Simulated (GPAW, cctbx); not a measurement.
## Reading charge transfer from structure factors

CdHCl, P4/nmm (no. 129, origin choice 1), a = 3.5165 Å, b = 3.5165 Å, c = 8.6721 Å, α = 90.00°, β = 90.00°, γ = 90.00°.

```csv
atom,mult.,x,y,z
Cd1,2,1/2,0,0.8532
Cl1,2,1/2,0,0.3068
H1,2,1/2,1/2,0
```

The start was made by putting kin elements into a known structure type; the compound need not exist, or be stable, in this form.

Absolute values of the static structure factors of the conventional cell from DFT (PBE, GPAW) against free spherical atoms, in electrons:

```
hkl  d (Å)  free atoms  crystal
001  8.672       46.99    46.91
002  4.336       44.58    44.31
101  3.259       41.21    40.70
003  2.891       51.81    51.22
102  2.731       93.27    93.25
110  2.486      100.72   100.39
111  2.390       37.29    36.93
103  2.233       38.32    38.45
004  2.168       59.45    59.04
112  2.157       37.48    37.82
```

**Question.** Which way does charge move, and which reflections show it best?

Project each element's phase sum on the total phase. |F| rises if density moves to atoms that scatter in phase and falls if it moves to atoms that scatter against it; the rule is for low angles, since changes of shape take over beyond. Where all elements are in phase the terms compete, and the compactness of the donor's and the acceptor's density matters too.

| hkl | Cd in phase | Cl in phase | H in phase | change (e) | (%) |
| --- | --- | --- | --- | --- | --- |
| 001 | +1.2 | -0.7 | +2.0 | -0.07 | -0.2 |
| 002 | +0.5 | +1.5 | -2.0 | -0.28 | -0.6 |
| 101 | +1.6 | -1.9 | 0.0 | -0.51 | -1.2 |
| 003 | +1.9 | -1.8 | -2.0 | -0.59 | -1.1 |
| 102 | +1.9 | +1.3 | 0.0 | -0.03 | 0.0 |
| 110 | +2.0 | +2.0 | -2.0 | -0.33 | -0.3 |
| 111 | +1.2 | -0.7 | -2.0 | -0.36 | -1.0 |
| 103 | +0.7 | +1.0 | 0.0 | +0.14 | +0.4 |

Low-angle reflections that set elements apart and change by more than 0.05 e: 001, 002, 101, 003, 110, 111 and 103 (102 hardly moves and tells little). The signs fit a gain of density on Cl and H and a loss on Cd, apart from 103. The best witness is 101, -1.2 %, where Cl enters with -1.9. The real-space density agrees: Voronoi charges Cd +0.41, Cl -0.25, H -0.17 e. The shortest bond, Cd–H, has Δρ = -0.03 e/Å³ at its midpoint, a depletion.

[Outputs are excerpts: Python notices, other lines and further rows are left out; steps that failed or that the build refused (PBEsol, TPSS) are not shown.]

[Logs are printed without paths, hosts, clocks, repeated set-up lines and the standing remarks that a program may print on its own settings, such as how far it seeks lower states.]
